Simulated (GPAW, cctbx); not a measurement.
# How far are the atoms of (SrO)2(MgS)2 from free atoms?

Aim: compute the bonding part of the density of (SrO)2(MgS)2, find which reflections carry it, and see how it biases an ordinary refinement.

The cell is a (SrO)2(MgS)2 superlattice along [001] of the rock-salt type, started at the mean lattice constant and relaxed freely, with no substrate. All numbers below are calculated.

### 1. Find the equilibrium geometry

The density hangs on the geometry, so cell and atoms are relaxed first, with the symmetry held. The cutoff is set higher than for the density because stress converges slowly with plane waves.

Settings: GPAW 26.7.0, PBE, 900 eV, 6×6×2 k-points (along the axes of the calculation cell), Fermi–Dirac width 0.05 eV, BFGS to 0.03 eV/Å.

```text
cell
1.0
     3.687561864    0.000000000    0.000000000
     0.000000000    3.687561864    0.000000000
     0.000000000    0.000000000   10.430000000
Sr O Mg S
2 2 2 2
Direct
0.500000000 0.000000000 0.875000000
0.000000000 0.500000000 0.125000000
0.000000000 0.500000000 0.875000000
0.500000000 0.000000000 0.125000000
0.500000000 0.000000000 0.375000000
0.000000000 0.500000000 0.625000000
0.000000000 0.500000000 0.375000000
0.500000000 0.000000000 0.625000000
```

```console
$ OMP_NUM_THREADS=1 mpirun -n 4 gpaw python run.py > gpaw.log
```

```text
BFGS:    0      -40.980877        2.050312
BFGS:    1      -41.191648        1.387395
BFGS:    2      -41.392483        0.476586
BFGS:    3      -41.409015        0.433582
...
BFGS:   15      -41.489774        0.059665
BFGS:   16      -41.490303        0.042748
BFGS:   17      -41.490602        0.029633
cell  3.6777 3.6777 10.4745  90.00 90.00 90.00
volume 141.676 A^3, largest force 0.026 eV/A, largest stress 0.27 GPa
```

After 17 steps the volume has changed by -0.1 % and the energy by -0.510 eV; the largest stress left is 0.27 GPa. It took 8.6 min on 4 cores of Arm Neoverse V2 (shared host), peak memory 1.7 GiB.

Relaxed structure: P4/nmm (no. 129, origin choice 1), a = 3.6777 Å, b = 3.6777 Å, c = 10.4745 Å, α = 90.00°, β = 90.00°, γ = 90.00°.

| atom | mult. | x | y | z |
| --- | --- | --- | --- | --- |
| Sr1 | 2 | 1/2 | 0 | 0.8792 |
| S1 | 2 | 0 | 1/2 | 0.3869 |
| Mg1 | 2 | 1/2 | 0 | 0.3564 |
| O1 | 2 | 0 | 1/2 | 0.8668 |

### 2. The all-electron density

X-rays see the whole electron density, so the PAW density is rebuilt with its core regions. Subtracting spherical free atoms from the same code cancels the cores and leaves the deformation density Δρ, the part due to bonding.

Settings: PBE, 550 eV, 7×7×3 k-points (along the axes of the calculation cell), Fermi–Dirac width 0.05 eV; primitive cell of 8 atoms.

```console
$ OMP_NUM_THREADS=1 mpirun -n 4 gpaw python run.py > gpaw.log
```

```text
|iter:   1|       0s |  -44.948940 | +0.29 |       |
|iter:   2|       1s |  -43.836076 | -0.97 | -1.02 |
|iter:   3|       3s |  -41.241050 | -0.64 | -1.08 |
...
|iter:   9|       9s |  -41.083858c| -6.08 | -3.76 |
|iter:  10|      10s |  -41.083859c| -7.20 | -4.23c|
|iter:  11|      11s |  -41.083859c| -7.79c| -4.95c|
```

```text
grid (40, 40, 120)  electrons 148.000  moved by bonding 2.078 e
deformation density beyond 0.5 A of the nuclei: max 0.162, min -0.064 e/A^3
atom        x       y       z   Voronoi charge  moment
Sr1    0.5000  0.0000  0.8792      0.294       0.00
Sr2    0.0000  0.5000  0.1208      0.294       0.00
S 3    0.0000  0.5000  0.3869     -0.343       0.00
S 4    0.5000  0.0000  0.6131     -0.343       0.00
Mg5    0.5000  0.0000  0.3564      0.441       0.00
Mg6    0.0000  0.5000  0.6436      0.441       0.00
O 7    0.0000  0.5000  0.8668     -0.393       0.00
O 8    0.5000  0.0000  0.1332     -0.393       0.00
mean inner potential of superposed free atoms 16.572 V
total magnetic moment 0.000 muB
```

Deformation density in a plane through the shortest contact of the Mg atom at the origin, in 0.01 e/Å³ (clipped at ±99); x from -1.6 to 3.9 Å, y from 2.4 down to -2.4 Å:

```text
  4   8   5   .   .   1   6   4   1   3   .   .   .   5   0   2
  1   4   3   1   3   6   5   2  -1  -1   2   1   3   1  -2   0
  0   1   2   5   7   6   3   0  -2  -2  -1   1   0  -2  -3  -3
  0  -1   0   1   2   1  -1  -2  -2   0   2   3   1  -1  -4  -4
  1  -1  -3  -4  -4  -4  -5  -3   0   6  10  11   8   2  -2  -3
  5   0  -4  -2   .   0  -5  -3   5  10   9   .  13   7   1  -1
  7   1  -4   1   .   .  -1  -1   8  14   .   .   6   8   2   1
  5   0  -4  -2   .   0  -5  -3   5  10   9   .  13   7   1  -1
  1  -1  -3  -4  -4  -4  -5  -3   0   6  10  11   8   2  -2  -3
  0  -1   0   1   2   1  -1  -2  -2   0   2   3   1  -1  -4  -4
  0   1   2   5   7   6   3   0  -2  -2  -1   1   0  -2  -3  -3
  1   4   3   1   3   6   5   2  -1  -1   2   1   3   1  -2   0
  4   8   5   .   .   1   6   4   1   3   .   .   .   5   0   2
```

Atoms in or within 0.15 Å of the plane: Mg (0.0, 0.0), O (2.3, 0.0) Å. Dots mark points within about 0.45 Å of a nucleus; large values next to them are atomic features.

O gains most (-0.39 e) and Mg loses most (+0.44 e); O is the most electronegative element, but the order of the others doesn't follow electronegativity. Such charges fall far short of formal ones, since overlapping free atoms already put density on their neighbours. Along the shortest contact from the Mg atom at the map's origin, Mg–O at 2.34 Å, Δρ is +0.01 e/Å³ at the midpoint and highest, +0.14, 1.73 Å from Mg (points within 0.5 Å of a nucleus left out): little piles up between the atoms, as in an ionic contact (the run has a band gap). At the midpoints of other shortest contacts it is +0.02 (Sr–O, 2.60 Å), +0.04 (S–Mg, 2.62 Å) and +0.04 (Sr–S, 2.79 Å) e/Å³. Point values carry grid noise of about 0.01 e/Å³. The run needed 11 iterations, 16 s.

### 3. From the density to structure factors

The Fourier components of Δρ, added to those of the free atoms, give the static X-ray structure factors; the Mott–Bethe relation turns them into the Fourier components V of the potential that fast electrons feel.

```text
static structure factors of the conventional cell: F in electrons, V (Mott-Bethe) in volts
   h  k  l      d  |F| table  |F| free   |F| DFT   change   |V| free  |V| DFT  change %
   0  0  1 10.4745    26.152    26.181    26.332    0.151     1.865    1.329    -28.7
   0  0  2  5.2373     1.488     1.484     1.455   -0.029     0.042    0.068     61.0
   0  0  3  3.4915    21.742    21.670    22.317    0.647     0.723    0.467    -35.3
   1  0  1  3.4700    36.465    36.547    36.556    0.009     2.309    2.306     -0.1
   1  0  2  3.0097    44.582    44.659    43.441   -1.219     2.060    2.417     17.3
   0  0  4  2.6186   109.292   109.218   110.314    1.096     7.551    7.308     -3.2
   1  1  0  2.6005   112.506   112.429   113.477    1.049     7.783    7.553     -2.9
   1  0  3  2.5321    50.642    50.704    50.528   -0.175     3.035    3.071      1.2
   1  1  1  2.5239    23.431    23.339    23.803    0.463     0.694    0.598    -13.8
   1  1  2  2.3292     1.205     1.223     1.252    0.028     0.054    0.049     -9.2
   1  0  4  2.1331     5.467     5.476     5.299   -0.177     0.521    0.547      5.0
   0  0  5  2.0949    28.055    27.976    28.500    0.524     0.882    0.808     -8.4
   1  1  3  2.0856    19.118    19.073    19.364    0.291     0.623    0.582     -6.6
   1  1  4  1.8452    94.675    94.618    94.582   -0.036     5.357    5.361      0.1
```

The largest X-ray change is -1.22 e on 102, 2.7 % of |F|. For electrons V goes as (Z − F)/g², so a change of F counts against Z − F, which is small at low angle and wherever the atoms' terms cancel: |V| of 003 moves by -35.3 % (0.72 to 0.47 V) against +3.0 % in |F|. The last three rows still change by up to 0.52 e; the table stops while the angles are still low. The tabulated Hartree–Fock atoms differ from the free DFT atoms by up to 0.09 e, so the choice of reference atom matters too.

### 4. Which functional?

The same geometry is run with other functionals, to see whether the bonding signal is larger than the spread between approximations. Free atoms are LDA for LDA and PBE otherwise; meta-GGAs and hybrids keep PBE cores. Any other changed setting is in the row's label.

```csv
run,ΔF 102 (e),ΔF 004 (e),ΔF 110 (e),q(O) (e),moved (e),time
PBE,-1.219,+1.096,+1.049,-0.393,2.078,16 s
LDA,-1.168,+1.021,+0.975,-0.380,1.987,15 s
r2SCAN,-1.320,+1.162,+1.113,-0.426,2.277,32 s
```

At the base's settings ΔF(102) spans -1.320 to -1.168 e, a spread of 12 % of the PBE value; over the three listed reflections the spread is at most 13 %, so sign and size hold across the functionals. Times are from shared hosts.

### 5. What a spherical-atom refinement makes of it

Routine crystallography fits spherical atoms. To see the bias, intensities are simulated from tabulated atoms plus the DFT change ΔF, so that bonding alone can misfit (9076 reflections of the full sphere, merged to the counts below, to 0.4 Å, 0.5 % proportional noise plus counting noise, assumed isotropic U as listed, Δρ smeared by the mean U) and refined with cctbx over different ranges.

| range | data | R1 | GooF | U Sr1 (true 0.0048) | U S1 (true 0.0064) | U Mg1 (true 0.007) | U O1 (true 0.0077) | largest shift (Å) | Δρ max, min (e/Å³) |
| --- | --- | --- | --- | --- | --- | --- | --- | --- | --- |
| all data | 748 | 0.0054 | 1.16 | 0.0048 | 0.0064 | 0.0070 | 0.0077 | 0.0001 | 0.26, -0.26 |
| low resolution, d > 0.84 | 107 | 0.0048 | 1.86 | 0.0047 | 0.0063 | 0.0069 | 0.0076 | 0.0004 | 0.16, -0.10 |
| high order, d < 0.75 | 610 | 0.0059 | 1.00 | 0.0048 | 0.0064 | 0.0070 | 0.0077 | 0.0001 | 0.24, -0.26 |
| occupancies free, d > 0.7 | 165 | 0.0043 | 1.48 | 0.0047 | 0.0063 | 0.0069 | 0.0085 | 0.0003 | 0.14, -0.10 |

With all data GooF is 1.16, diluted by the many high-angle data; the misfit shows at low resolution; the top residual peak, near noise level, lies 1.15 Å from Mg and 1.19 Å from O, between them. No U is off by more than 3 s.u. at low resolution. With Sr1 held at 1 and the scale free, the other occupancies refine to S1 1.001(0.002), Mg1 0.997(0.003) and O1 1.023(0.005), on sites that are all full: they absorb part of the misfit, and only ratios to the fixed site mean anything.

### 6. Answer

Bonding moves 2.08 e in the primitive cell of (SrO)2(MgS)2 and changes the structure factors of the conventional cell in the table above by at most 1.22 e (102, 2.7 %), and among reflections above 2 % of the strongest by up to 3.2 % (104). The shortest bond, Mg–O, has Δρ = +0.01 e/Å³ at its midpoint, which with the charge transfer marks a mainly ionic contact. At the base's settings ΔF(102) spans -1.320 to -1.168 e, a spread of 12 % of the PBE value; over the three listed reflections the spread is at most 13 %, so sign and size hold across the functionals. With all data GooF is 1.16, diluted by the many high-angle data. Limits: static density, frozen cores, no spin–orbit coupling.

[Outputs are excerpts: Python notices, other lines and further rows are left out; steps that failed or that the build refused (PBEsol, TPSS) are not shown.]

[Logs are printed without paths, hosts, clocks, repeated set-up lines and the standing remarks that a program may print on its own settings, such as how far it seeks lower states.]
